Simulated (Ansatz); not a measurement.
# Debugging a many-body input for ZnWO4 (P2/c)

A first try at the G0W0 gap of ZnWO4 (P2/c), what the program said, and an input that works.

Calculated with Ansatz 0.2.0; G0W0 on LDA, plane waves, PAW.

### Step 1. Set-up

Symmetry: P2/c, No. 13, monoclinic system. Conventional cell: a = 4.699 Å, b = 5.729 Å, c = 4.937 Å, α = 90.00°, β = 90.61°, γ = 90.00°. Nearest to Zn lie 6 O at 2.03 to 2.23 Å. Nearest to W lie 6 O at 1.80 to 2.14 Å. Nearest to O lie 2 W at 1.92 to 2.14 Å and 1 Zn at 2.03 Å. Nearest to O lie 1 W at 1.80 Å and 2 Zn at 2.09 to 2.23 Å. Farther neighbours and most contacts between anions are not listed.

The cell and positions come from the Crystallography Open Database and are kept as given unless a step says otherwise. Spin-orbit coupling is left out unless a step names it. The default PAW set here is soft_2. Its files were made with PBE.

### Step 2. First try

The input, input.yaml:

```yaml
crystal:
  lattice:
    - [4.6986, 0.0, 0.0]
    - [0.0, 5.7293, 0.0]
    - [-0.052988409, 0.0, 4.9364156144]
  atoms:
    - { symbol: Zn, position: [0.5, 0.684, 0.25] }
    - { symbol: Zn, position: [0.5, 0.316, 0.75] }
    - { symbol: W, position: [0.0, 0.18258, 0.25] }
    - { symbol: W, position: [0.0, 0.81742, 0.75] }
    - { symbol: O, position: [0.2169, 0.1051, 0.9363] }
    - { symbol: O, position: [0.7831, 0.1051, 0.5637] }
    - { symbol: O, position: [0.7831, 0.8949, 0.0637] }
    - { symbol: O, position: [0.2169, 0.8949, 0.4363] }
    - { symbol: O, position: [0.2565, 0.3777, 0.3996] }
    - { symbol: O, position: [0.7435, 0.3777, 0.1004] }
    - { symbol: O, position: [0.7435, 0.6223, 0.6004] }
    - { symbol: O, position: [0.2565, 0.6223, 0.8996] }
kpoints:
  mp_grid: { grid: [2, 2, 2] }
hamiltonian:
  xc: lda
scf:
  occupations: { method: fixed }
gw:
  n_empty_bands: 215
  ecut_chi: 10
  qp_bands: [v4, c4]
  qp_kpoints: band_edges
  screening: { model: contour_deformation }
```

Command:

```bash
$ ansatz run input.yaml --threads 3 --pin off --max-ram 92160MiB --backend cuda --events-out ev --progress --plain --runs-dir out --devices 1 --max-vram 13GiB
```

Numbers of over 12 decimals in the logs are rounded to 6 here.

What it wrote:

```text
GPUs: using 1 of 1 available (devices: 1).
Engine: ansatz 0.2.0, x86_64-unknown-linux-gnu
Pseudopotentials: kind: paw
Pseudopotential: Zn, paw, valence charge 12, recommended cutoff 420 eV (normal), Zn.paw.azcp
Pseudopotential: W, paw, valence charge 14, recommended cutoff 420 eV (normal), W.paw.azcp
Pseudopotential: O, paw, valence charge 6, recommended cutoff 420 eV (normal), O.paw.azcp
Functional definition: SPW92
  exchange = slater_x
  correlation = pw_c
device memory: the entry about to start is reckoned to put 2.5 GiB on a device that reports 70.8 GiB free (of which the cap on the GPU budget leaves the run 13.0 GiB)
GPU FFT provider: cuFFT
GPU libraries: cuBLAS 13.8.2, cuFFT 12.4.0, cuSOLVER 12.3.4
Crystal: 12 atoms, lattice volume = 132.887 Å³
Basis set: ecut = 420 eV, 2605 PW (Γ)
Bands: 62, of which v1, the nominal top of the filled ones, is band 50 counted from 1 (49 counted from 0)
Symmetry: 4 space group operations
Space group: P2/c (ITA 13), of the structure as read, at distance tolerance 5.1e-5 Å
k-points: 8
Non-local potential: Zn, projectors of the file, l = 0: 2, l = 1: 2, l = 2: 3, l = 3: 1
Non-local potential: W, projectors of the file, l = 0: 3, l = 1: 2, l = 2: 2, l = 3: 1
Non-local potential: O, projectors of the file, l = 0: 2, l = 1: 2, l = 2: 1
PAW form: soft (Blöchl's): semilocal exchange-correlation on the pseudo side does not see the compensation charge
PAW frozen core: Zn, regenerated for the run's functional, and the local potential with it (the file was generated under x = pbe(κ = 0.804, μ = 0.219515), c = pbe(β = 0.066725))
PAW frozen core: W, regenerated for the run's functional, and the local potential with it (the file was generated under x = pbe(κ = 0.804, μ = 0.219515), c = pbe(β = 0.066725))
PAW frozen core: O, regenerated for the run's functional, and the local potential with it (the file was generated under x = pbe(κ = 0.804, μ = 0.219515), c = pbe(β = 0.066725))
PAW one-centre angular grid: Zn, 590 points (default); XC on 64 Gauss nodes
PAW one-centre angular grid: W, 590 points (default); XC on 64 Gauss nodes
PAW one-centre angular grid: O, 110 points (default); XC on 64 Gauss nodes
Initial density: superposition of atomic densities (neutral atoms: chi_scale 0, normalization atom), corrected by the library's trained network
Initial wavefunctions: pseudopotential atomic-orbital guess
GPU buffer pool allocated for 46080 grid points (all kernels)
GPU transforms: local potential and band sums: pruned to the plane-wave sphere, on 32×40×36
Functional: x = slater, c = lda
SCF iter   1: F=—  HF=-31197.930674 eV  |F-HF|=—  |Δ(HF+E_count)|=         —  Δρ=2.17e-2  dr2=5.79e-1  ethr=1.77e-3  ⟨swp⟩=5.0  Hψ=1835  notcnv=0  defer=73
preconditioner: auto → Resta (q_TF=auto, 2.602 Å⁻¹)  ε∞=7.5  [insulator: Δε(μ)=2.608 eV  Ē_g=11.543 eV  n_scr=38 (ndim 8)  ℏωp=29.5 eV  f_vac=0.028  ε∞_Penn≈7.5]
SCF iter   2: F=—  HF=-31197.815646 eV  |F-HF|=—  |Δ(HF+E_count)|=   1.15e-1  Δρ=6.93e-3  dr2=6.64e-2  ethr=5.79e-4  ⟨swp⟩=2.6  Hψ=902  notcnv=0  defer=75
SCF iter   3: F=—  HF=-31197.804221 eV  |F-HF|=—  |Δ(HF+E_count)|=   1.14e-2  Δρ=2.84e-3  dr2=8.30e-3  ethr=6.64e-5  ⟨swp⟩=2.0  Hψ=734  notcnv=0  defer=79
SCF iter   4: F=—  HF=-31197.802412 eV  |F-HF|=—  |Δ(HF+E_count)|=   1.81e-3  Δρ=1.40e-3  dr2=2.49e-3  ethr=8.30e-6  ⟨swp⟩=2.0  Hψ=748  notcnv=0  defer=80
SCF iter   5: F=—  HF=-31197.801904 eV  |F-HF|=—  |Δ(HF+E_count)|=   5.08e-4  Δρ=2.94e-4  dr2=7.81e-5  ethr=2.49e-6  ⟨swp⟩=2.0  Hψ=739  notcnv=0  defer=80
SCF iter   6: F=—  HF=-31197.801916 eV  |F-HF|=—  |Δ(HF+E_count)|=   1.14e-5  Δρ=1.05e-4  dr2=1.58e-5  ethr=7.81e-8  ⟨swp⟩=2.0  Hψ=791  notcnv=0  defer=44
SCF iter   7: F=—  HF=-31197.801914 eV  |F-HF|=—  |Δ(HF+E_count)|=   2.14e-6  Δρ=4.49e-5  dr2=3.12e-6  ethr=1.58e-8  ⟨swp⟩=2.0  Hψ=708  notcnv=0  defer=44
[...]
NSCF: frozen V_eff on 8 k-points
[...]
device memory: the entry about to start is reckoned to put 4.1 GiB on a device that reports 70.7 GiB free (of which the cap on the GPU budget leaves the run 13.0 GiB)
NSCF: frozen V_eff on 8 k-points
G₀W₀ screening: q 1/8
[... further progress lines ...]
device memory: the entry about to start is reckoned to put 0.7 GiB on a device that reports 63.5 GiB free (of which the cap on the GPU budget leaves the run 13.0 GiB)
NSCF: frozen V_eff on 1 k-points
device memory: the entry about to start is reckoned to put 0.7 GiB on a device that reports 63.5 GiB free (of which the cap on the GPU budget leaves the run 13.0 GiB)
NSCF: frozen V_eff on 1 k-points
SCF converged after 9 iterations
Free energy (F): -31197.801913 eV
Harris-Foulkes:  -31197.801913 eV  (|F-HF|=6.95e-9)
Internal energy: -31197.801913 eV  (E = F + TS)
E sigma→0 (E₀):  -31197.801913 eV
Fermi energy:    8.212324 eV
--- Per-component energies (eV) ---
  E_band       = -417.523086
  E_kinetic    = 2543.678651
  E_local      = -7885.404628  (includes V_loc(G=0)·N_el)
  E_nonlocal   = 1653.961582
  E_hartree    = 2978.256171
  E_xc         = -1370.886653
  E_vxc        = -1317.757234  (∫ρ·V_xc dr)
  E_paw        = -21318.807410  (= ΣΔE_a)
  E_vpaw       = -1368.536866  (= ΣTr[D̂ρ^β])
  E_aug_tail   = 0.019123  (compensation charges beyond the density's cutoff)
  E_ewald      = -7803.074710
  E_core_change = 4.455960  (= ΣΔE_core)
  E_smearing   = -0.000000  (= −TS)
  E_closure    = 0.000000  (closes the sum)
  Σ components = -31197.801913   (vs F -31197.801913, Δ=0.00e0)
--- Band table (eV; the first three rows and the last of 8) ---
  k-point 0: bands = [... 46 lower, 7.5157, 7.8592, 7.9338, 7.9608, 11.5264, 11.9836, 12.0145, 12.0257, ... 8 higher]
  k-point 1: bands = [... 46 lower, 7.6912, 7.6912, 8.0973, 8.0973, 11.5681, 11.5681, 12.0129, 12.0129, ... 8 higher]
  k-point 2: bands = [... 46 lower, 7.5706, 7.7000, 7.7072, 8.2123, 11.0606, 11.9877, 12.1259, 12.3384, ... 8 higher]
  k-point 7: bands = [... 46 lower, 7.3419, 7.3419, 7.8717, 7.8717, 11.8401, 11.8401, 12.0884, 12.0884, ... 8 higher]
--- G₀W₀: contour deformation, 6 samples at zero and on the imaginary axis and 1 off it, 8 q-points, 215 empty bands' worth ---
  eigenvalues of the whole cell's RPA ε∞ on this k-mesh (on a slab, of 1 + 4πα/V) = 5.4530, 5.8524, 6.4914; static W/v taken at q = 0 is 0.168890
  bands read: the sum over 265 bands ends inside a degenerate multiplet in 4 slots, whose members it reads at an even weight; the widest, k=1: bands 265 to 266 (counted from 1) at 1/2 each
  gw.qp_kpoints: band_edges: 8 of 8 stored k-points solved, in 1 pass; an edge of the gap read off the rows below is read off those points alone
    ik  band        ε_KS         Σx   Σc(E_QP)       V_xc       Z   E_QP_lin       E_QP  E_QP is
     0    47      7.5157   -27.9917     4.1478   -22.5537  0.8072     6.1950     6.2255  root
     0    48      7.8592   -29.7649     4.0836   -24.3443  0.8133     6.4921     6.5222  root
     0    49      7.9338   -26.4011     4.0698   -21.2628  0.8097     6.8462     6.8653  root
     0    50      7.9608   -27.6682     4.0234   -22.4728  0.8128     6.7657     6.7889  root
     0    51     11.5264   -15.6583    -3.6595   -21.0224  0.8211    13.2777    13.2310  root
     0    52     11.9836   -16.2701    -3.9224   -22.0507  0.8158    13.9085    13.8418  root
     0    53     12.0145   -17.6677    -3.7865   -23.1859  0.8128    13.8053    13.7462  root
     0    54     12.0257   -16.5348    -3.9332   -22.2931  0.8136    13.9158    13.8508  root
     1    47      7.6912   -27.0155     3.9607   -22.0057  0.8116     6.6239     6.6421  root
     1    48      7.6912   -27.0155     3.9607   -22.0057  0.8116     6.6239     6.6421  root
     1    49      8.0973   -30.9738     4.0147   -25.4512  0.8153     6.5513     6.5894  root
     1    50      8.0973   -30.9738     4.0147   -25.4512  0.8153     6.5513     6.5894  root
     1    51     11.5681   -15.4439    -3.7596   -20.9777  0.8225    13.3938    13.3423  root
     1    52     11.5681   -15.4439    -3.7596   -20.9777  0.8225    13.3938    13.3423  root
[...]
7    50      7.8717   -27.7687     4.1066   -22.4581  0.8097     6.6428     6.6678  root
     7    51     11.8401   -15.7230    -4.0152   -21.6520  0.8165    13.8236    13.7539  root
     7    52     11.8401   -15.7230    -4.0152   -21.6520  0.8165    13.8236    13.7539  root
     7    53     12.0884   -16.6262    -3.8600   -22.2126  0.8146    13.8725    13.8147  root
     7    54     12.0884   -16.6262    -3.8600   -22.2126  0.8146    13.8725    13.8147  root
```

Run time: 15 s. Hardware: 1 × NVIDIA H100 80GB HBM3 (shared by 6 runs) with 3 threads of AMD EPYC 7R13 (Zen 3), shared host; peak memory 1.2 GiB.

In the SCF lines HF is the Harris–Foulkes energy and dr2 the Hartree energy of the density residual, in eV; the loop may stop once dr2 is under the threshold and the program's other checks hold. Hψ counts applications of the Hamiltonian.

**Diagnosis.**

The run ended normally, though the input holds a fault or crude settings.

The fault: screening cutoff of 10 eV. Nearly all local fields and short-range correlation are left out.

It printed a gap of 6.11 eV, which is an artefact of the settings.

### Step 3. A better input

G0W0 replaces the xc potential by the self-energy, built once from these orbitals. Only a window of levels is corrected, while the sums run over the empty bands that the input names.

Changes to input.yaml since step 2:

```diff
@@ -19,3 +19,3 @@
 kpoints:
-  mp_grid: { grid: [2, 2, 2] }
+  mp_grid: { grid: [4, 2, 4] }
 hamiltonian:
@@ -25,4 +25,4 @@
 gw:
-  n_empty_bands: 215
-  ecut_chi: 10
+  n_empty_bands: 283
+  ecut_chi: 96
   qp_bands: [v4, c4]
```

What it wrote:

```text
GPUs: using 1 of 1 available (devices: 1).
[...]
GPU FFT provider: cuFFT
GPU libraries: cuBLAS 13.8.2, cuFFT 12.4.0, cuSOLVER 12.3.4
Crystal: 12 atoms, lattice volume = 132.887 Å³
Basis set: ecut = 420 eV, 2605 PW (Γ)
Bands: 62, of which v1, the nominal top of the filled ones, is band 50 counted from 1 (49 counted from 0)
[... 1 set-up line as in the run before ...]
[...]
k-points: 20 of 32
[...]
GPU buffer pool allocated for 46080 grid points (all kernels)
[...]
SCF iter   1: F=—  HF=-31197.951678 eV  |F-HF|=—  |Δ(HF+E_count)|=         —  Δρ=2.18e-2  dr2=5.83e-1  ethr=1.77e-3  ⟨swp⟩=5.0  Hψ=4366  notcnv=0  defer=191
[...]
SCF iter   9: F=-31197.822786 eV  HF=-31197.822786 eV  |F-HF|=6.69e-10  |Δ(HF+E_count)|=   1.68e-8  Δρ=3.98e-6  dr2=2.82e-8  ethr=1.00e-10  ⟨swp⟩=9.4  Hψ=4056  notcnv=0
SCF 1 converged in 9 iterations: F = -31197.822786 eV  dr2 = 2.82e-8
[...]
0    47      7.5132   -27.9638     5.0218   -22.5730  0.7335     7.1417     7.1442  root
     0    48      7.8581   -29.6115     4.9609   -24.2630  0.7433     7.4681     7.4705  root
     0    49      7.9306   -26.3304     4.8455   -21.2681  0.7337     7.7130     7.7138  root
     0    50      7.9533   -27.6096     4.7801   -22.5684  0.7414     7.6912     7.6923  root
     0    51     11.5254   -15.7356    -3.9708   -21.0212  0.7779    12.8643    12.8403  root
     0    52     11.9795   -16.3338    -4.3707   -22.0529  0.7710    13.3583    13.3278  root
     0    53     12.0122   -17.7577    -4.1167   -23.1896  0.7642    13.3577    13.3275  root
     0    54     12.0207   -16.5655    -4.3471   -22.2935  0.7647    13.4355    13.4016  root
[...]
19    51     11.8354   -15.7907    -4.5356   -21.6521  0.7738    13.1904    13.1612  root
    19    52     11.8354   -15.7907    -4.5356   -21.6521  0.7738    13.1904    13.1612  root
    19    53     12.0857   -16.7246    -4.1976   -22.2176  0.7697    13.4095    13.3810  root
    19    54     12.0857   -16.7246    -4.1976   -22.2176  0.7697    13.4095    13.3810  root
[key lines of the parts left out:]
SCF converged after 9 iterations
Free energy (F): -31197.822786 eV
Fermi energy:    8.205769 eV
```

Wall time 25 s (1 × NVIDIA H100 80GB HBM3 (shared by 6 runs) with 3 threads); peak memory 1.7 GiB; 38 s of CPU time.

This step gave:

* bands summed: 333
* RPA ε∞ on this mesh (eigenvalues): 5.081, 5.184, 5.760
* plane waves in the screening matrix: 277
* q-points in the mesh: 32
* G0W0 gap on the mesh: 4.406 eV
* k of the valence top: 0.25, 0, -0.25
* k of the conduction bottom: 0, -0.5, 0
* starting gap on the mesh: 2.852 eV
* Z at the valence top: 0.7402
* Z at the conduction bottom: 0.7853
* least direct G0W0 gap on the computed points: 4.458 eV

The gap on the mesh goes from 2.85 eV to 4.41 eV, a correction of +1.55 eV, though a band edge has moved to another state.

### Step 4. Summary of results

| Property | Result |
| --- | --- |
| first try | converged after 15 s |
| better run | G0W0 gap on the mesh 4.41 eV (4×2×4 mesh, 283 empty bands, screening to 96 eV) |

What this shows: The second run differs in: mesh, empty bands and screening cutoff (eV). Bands and cutoff are finite, so the gap is not at the basis limit. The miss can reach some tenths of an eV and take either sign; the mesh is an error of its own. The 4×2×4 mesh is coarse for this cell (its supercell is 11 Å along the shortest edge). The RPA ε∞ on it, from the LDA start, is 5.08, 5.18 and 5.76; such meshes misread the long-range screening, most where the gap is narrow. A d shell, filled or nearly so, lies near the gap. One-shot GW converges very slowly in bands there, not always from below, and on a semilocal start the gap tends to come out low; starts rich in exact exchange can overshoot instead. The many-body steps are scalar-relativistic: spin-orbit coupling is not in them.

[Paths, hosts, dates, memory and timing lines, banners, echoed tables and standing remarks are left out of the program output.]

[Logs are printed without paths, hosts, clocks, repeated set-up lines and the standing remarks that a program may print on its own settings, such as how far it seeks lower states.]

[Runs of the session that timed out or met a known fault of the program may be left out.]

[Cells called generated may have been cut or substituted from an entry of the Crystallography Open Database or the Materials Project.]

[Hosts, paths, dates, database ids (printed as entryN), source tags and the programs' standing remarks are cut or masked in the printed files.]
